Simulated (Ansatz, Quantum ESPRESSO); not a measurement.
# CO2 (P4_2/mnm): third-order response, part 3 of 4

Aim: Raman and infrared lines of CO2 (P4_2/mnm).

Quantum ESPRESSO 8.0 development, patched; DFT LDA, scalar-relativistic, plane waves, PseudoDojo norm-conserving pseudopotentials.

So far. Step 5 (Zone-centre response): The acoustic modes at Γ come out as far as 5.3 cm⁻¹ from zero, where they should vanish, a small numerical error; the Born charges miss their sum rule by 1.4e-4 e, which is good. Step 6 (Modes with the sum rule): The rule moves no optical mode by more than 0.1 cm⁻¹. The relaxed cell has a = 4.117, c = 4.337 Å (conventional setting).

## (8) Sum rules set otherwise (asr simple)

The rule can be imposed in more than one way; the choices should agree where the raw error is small.

File dynmat.in:

```
&INPUT
  fildyn = 'g.dyn'
  asr    = 'simple'
  fileig = 'dynmat.eig'
  lperm  = .true.
/
```

Run with:

```sh
dynmat.x -in dynmat.in > dynmat.out
```

Output:

```text
[banner, memory and clock lines left out]
Program DYNMAT v.8.0dev

     Reading Dynamical Matrix from file g.dyn
     ...Force constants read
     ...epsilon and Z* read
     ...Raman cross sections read
     A direction for q was not specified:TO-LO splitting will be absent

     Polarizability (A^3 units)
     multiply by 0.708628 for Clausius-Mossotti correction (not under assume_isolated = 'mt')
         8.135999    0.000000    0.000000
         0.000000    8.135999    0.000000
         0.000000    0.000000    5.375962

     IR activities are in (D/A)^2/amu units
     Raman activities are in A^4/amu units
     multiply Raman by 0.252158 for Clausius-Mossotti correction (not under assume_isolated = 'mt')

# mode   [cm-1]    [THz]      IR          Raman   depol.fact
    1     -0.00   -0.0000    0.0000         0.0000    0.7442
    2     -0.00   -0.0000    0.0000         0.0000    0.7480
    3     -0.00   -0.0000    0.0000         0.0000    0.7499
    4    122.60    3.6755    0.0485         0.0000    0.7500
    5    122.60    3.6755    0.0485         0.0000    0.7500
    6    127.87    3.8335    0.0000        10.5591    0.7500
    7    137.74    4.1295    0.0000         6.6872    0.7500
    8    137.74    4.1295    0.0000         6.6872    0.7500
    9    156.95    4.7052    0.0000         0.0000    0.7463
   10    190.09    5.6989    0.0000         0.0000    0.7500
   11    617.12   18.5009    0.0000         0.0000    0.4943
   12    618.62   18.5459    2.2933         0.0000    0.4714
   13    618.62   18.5459    2.2933         0.0000    0.1710
   14    630.80   18.9109    3.2887         0.0000    0.4051
   15   1350.60   40.4899    0.0000       149.8664    0.0174
   16   1353.21   40.5683    0.0000        18.9707    0.7500
   17   2377.53   71.2767   26.3215         0.0000    0.0995
   18   2377.53   71.2767   26.3215         0.0000    0.1197

Electronic dielectric permittivity tensor (relative, adimensional)
         2.390806    0.000000    0.000000
         0.000000    2.390806    0.000000
         0.000000    0.000000    1.918993

 ... with zone-center polar mode contributions
         2.793465    0.000000   -0.000000
         0.000000    2.793465   -0.000000
        -0.000000   -0.000000    2.158787

 [cm-1]
[end of the log left out, with the tail of the file of modes that dynmat.x writes under the same name]
```

It took 0.47 s on 1 thread of Arm Neoverse N1, shared host.

Numbers from this step:

- lowest optical zone-centre mode: 122.6 cm⁻¹

Zone-centre frequencies as printed; negative means imaginary. Modes:

| mode | frequency (cm⁻¹) |
| --- | --- |
| 1 | 0 |
| 2 | 0 |
| 3 | 0 |
| 4 | 122.6 |
| 5 | 122.6 |
| 6 | 127.9 |
| 7 | 137.7 |
| 8 | 137.7 |
| 9 | 156.9 |
| 10 | 190.1 |
| 11 | 617.1 |
| 12 | 618.6 |
| 13 | 618.6 |
| 14 | 630.8 |
| 15 | 1351 |
| 16 | 1353 |
| 17 | 2378 |
| 18 | 2378 |

Against the first rule no mode moves by more than 0.2 cm⁻¹.

## (9) Modes along a direction of q (1 0 0)

A longitudinal polar mode sets up a macroscopic field that stiffens it; the term hangs on the direction from which q goes to zero.

File dynmat.in:

```
&INPUT
  fildyn = 'g.dyn'
  asr    = 'crystal'
  fileig = 'dynmat.eig'
  q(1)   = 1.0
  q(2)   = 0.0
  q(3)   = 0.0
/
```

Run with:

```sh
dynmat.x -in dynmat.in > dynmat.out
```

Output:

```text
[banner, memory and clock lines left out]
Program DYNMAT v.8.0dev

     Reading Dynamical Matrix from file g.dyn
     ...Force constants read
     ...epsilon and Z* read
     ...Raman cross sections read
     Acoustic Sum Rule: || Z*(ASR) - Z*(orig)|| =    9.277246E-05
     Acoustic Sum Rule: ||dyn(ASR) - dyn(orig)||=    6.706641E-05

     Polarizability (A^3 units)
     multiply by 0.708628 for Clausius-Mossotti correction (not under assume_isolated = 'mt')
         8.135999    0.000000    0.000000
         0.000000    8.135999    0.000000
         0.000000    0.000000    5.375962

     IR activities are in (D/A)^2/amu units
     Raman activities are in A^4/amu units
     multiply Raman by 0.252158 for Clausius-Mossotti correction (not under assume_isolated = 'mt')

# mode   [cm-1]    [THz]      IR          Raman   depol.fact
    1     -0.00   -0.0000    0.0000         0.0000    0.7341
    2     -0.00   -0.0000    0.0000         0.0000    0.7449
    3      0.00    0.0000    0.0000         0.0000    0.5833
    4    122.72    3.6789    0.0486         0.0000    0.7500
    5    124.82    3.7419    0.0379         0.0000    0.7499
    6    128.03    3.8382    0.0000        10.5591    0.7500
    7    137.68    4.1274    0.0000         6.6872    0.7500
    8    137.68    4.1274    0.0000         6.6872    0.7500
    9    156.91    4.7040    0.0000         0.0000    0.7499
   10    190.20    5.7020    0.0000         0.0000    0.7292
   11    617.12   18.5007    0.0000         0.0000    0.5959
   12    618.63   18.5462    2.2933         0.0000    0.1641
   13    630.79   18.9107    3.2887         0.0000    0.0267
   14    639.51   19.1721    2.0425         0.0000    0.0964
   15   1350.61   40.4904    0.0000       149.8664    0.0174
   16   1353.23   40.5687    0.0000        18.9707    0.7500
   17   2377.54   71.2767   26.3216         0.0000    0.1058
   18   2444.12   73.2729   26.5831         0.0000    0.0850

[end of the log left out, with the tail of the file of modes that dynmat.x writes under the same name]
```

Wall time 0.47 s (1 thread).

Numbers from this step:

- highest mode moved by the LO-TO term: 2444 cm⁻¹

Zone-centre frequencies as printed; negative means imaginary. Modes:

| mode | frequency (cm⁻¹) |
| --- | --- |
| 1 | 0 |
| 2 | 0 |
| 3 | 0 |
| 4 | 122.7 |
| 5 | 124.8 |
| 6 | 128 |
| 7 | 137.7 |
| 8 | 137.7 |
| 9 | 156.9 |
| 10 | 190.2 |
| 11 | 617.1 |
| 12 | 618.6 |
| 13 | 630.8 |
| 14 | 639.5 |
| 15 | 1351 |
| 16 | 1353 |
| 17 | 2378 |
| 18 | 2444 |

The field moves 3 modes; the highest of them now lies at 2444 cm⁻¹, where the highest that moved away lay at 2378.

## (10) The LO-TO splitting (0 0 1)

File dynmat.in:

```
&INPUT
  fildyn = 'g.dyn'
  asr    = 'crystal'
  fileig = 'dynmat.eig'
  q(1)   = 0.0
  q(2)   = 0.0
  q(3)   = 1.0
/
```

Run with:

```sh
dynmat.x -in dynmat.in > dynmat.out
```

Output:

```text
[banner, memory and clock lines left out]
Program DYNMAT v.8.0dev

     Reading Dynamical Matrix from file g.dyn
     ...Force constants read
     ...epsilon and Z* read
     ...Raman cross sections read
     Acoustic Sum Rule: || Z*(ASR) - Z*(orig)|| =    9.277246E-05
     Acoustic Sum Rule: ||dyn(ASR) - dyn(orig)||=    6.706641E-05

     Polarizability (A^3 units)
     multiply by 0.708628 for Clausius-Mossotti correction (not under assume_isolated = 'mt')
         8.135999    0.000000    0.000000
         0.000000    8.135999    0.000000
         0.000000    0.000000    5.375962

     IR activities are in (D/A)^2/amu units
     Raman activities are in A^4/amu units
     multiply Raman by 0.252158 for Clausius-Mossotti correction (not under assume_isolated = 'mt')

# mode   [cm-1]    [THz]      IR          Raman   depol.fact
    1     -0.00   -0.0000    0.0000         0.0000    0.7496
    2     -0.00   -0.0000    0.0000         0.0000    0.7495
    3      0.00    0.0000    0.0000         0.0000    0.7397
    4    122.72    3.6789    0.0486         0.0000    0.7500
    5    122.72    3.6789    0.0486         0.0000    0.7497
    6    128.03    3.8382    0.0000        10.5591    0.7500
    7    137.68    4.1274    0.0000         6.6872    0.7500
    8    137.68    4.1274    0.0000         6.6872    0.7500
    9    156.91    4.7040    0.0000         0.0000    0.7500
   10    190.20    5.7020    0.0000         0.0000    0.7498
   11    617.12   18.5007    0.0000         0.0000    0.4294
   12    618.63   18.5462    2.2933         0.0000    0.7290
   13    618.63   18.5462    2.2933         0.0000    0.1454
   14    669.04   20.0574    3.2887         0.0000    0.5553
   15   1350.61   40.4904    0.0000       149.8664    0.0174
   16   1353.23   40.5687    0.0000        18.9707    0.7500
   17   2377.54   71.2767   26.3216         0.0000    0.1414
   18   2377.54   71.2767   26.3216         0.0000    0.3718

[end of the log left out, with the tail of the file of modes that dynmat.x writes under the same name]
```

Run time: 0.47 s. Hardware: 1 thread.

Numbers from this step:

```
highest mode moved by the LO-TO term : 669.0 cm⁻¹
```

Zone-centre frequencies as printed; negative means imaginary. Modes:

| mode | frequency (cm⁻¹) |
| --- | --- |
| 1 | 0 |
| 2 | 0 |
| 3 | 0 |
| 4 | 122.7 |
| 5 | 122.7 |
| 6 | 128 |
| 7 | 137.7 |
| 8 | 137.7 |
| 9 | 156.9 |
| 10 | 190.2 |
| 11 | 617.1 |
| 12 | 618.6 |
| 13 | 618.6 |
| 14 | 669 |
| 15 | 1351 |
| 16 | 1353 |
| 17 | 2378 |
| 18 | 2378 |

The field moves one mode, from 631 to 669 cm⁻¹; the others stay.

## (11) Modes along a direction of q (1 1 1)

File dynmat.in:

```
&INPUT
  fildyn = 'g.dyn'
  asr    = 'crystal'
  fileig = 'dynmat.eig'
  q(1)   = 1.0
  q(2)   = 1.0
  q(3)   = 1.0
/
```

Run with:

```sh
dynmat.x -in dynmat.in > dynmat.out
```

Output:

```text
[banners, grids, parts of the stress and lines that vanish by symmetry left out]
[banner, memory and clock lines left out]
Program DYNMAT v.8.0dev

     Reading Dynamical Matrix from file g.dyn
     ...Force constants read
     ...epsilon and Z* read
     ...Raman cross sections read
     Acoustic Sum Rule: || Z*(ASR) - Z*(orig)|| =    9.277246E-05
     Acoustic Sum Rule: ||dyn(ASR) - dyn(orig)||=    6.706641E-05

     Polarizability (A^3 units)
     multiply by 0.708628 for Clausius-Mossotti correction (not under assume_isolated = 'mt')
         8.135999    0.000000    0.000000
         0.000000    8.135999    0.000000
         0.000000    0.000000    5.375962

     IR activities are in (D/A)^2/amu units
     Raman activities are in A^4/amu units
     multiply Raman by 0.252158 for Clausius-Mossotti correction (not under assume_isolated = 'mt')

# mode   [cm-1]    [THz]      IR          Raman   depol.fact
    1     -0.00   -0.0000    0.0000         0.0000    0.7499
    2     -0.00   -0.0000    0.0000         0.0000    0.7473
[...]
17   2377.54   71.2767   26.3216         0.0000    0.1642
   18   2425.30   72.7085   26.5104         0.0000    0.0559

[end of the log left out, with the tail of the file of modes that dynmat.x writes under the same name]
```

Wall time 0.47 s (1 thread).

Numbers from this step:

```
highest mode moved by the LO-TO term : 2425 cm⁻¹
```

Zone-centre frequencies as printed; negative means imaginary. Modes:

| mode | frequency (cm⁻¹) |
| --- | --- |
| 1 | 0 |
| 2 | 0 |
| 3 | 0 |
| 4 | 122.7 |
| 5 | 124.2 |
| 6 | 128 |
| 7 | 137.7 |
| 8 | 137.7 |
| 9 | 156.9 |
| 10 | 190.2 |
| 11 | 617.1 |
| 12 | 618.6 |
| 13 | 624.3 |
| 14 | 650.8 |
| 15 | 1351 |
| 16 | 1353 |
| 17 | 2378 |
| 18 | 2425 |

The field moves 4 modes; the highest of them now lies at 2425 cm⁻¹, where the highest that moved away lay at 2378.

(Part 3 of 4 ends here.)

[Host names and launcher messages were left out of these logs when they were recorded.]

[Logs are printed without paths, hosts, clocks, repeated set-up lines and the standing remarks that a program may print on its own settings, such as how far it seeks lower states.]

[Hosts, paths, dates, database ids (printed as entryN), source tags and the programs' standing remarks are cut or masked in the printed files.]
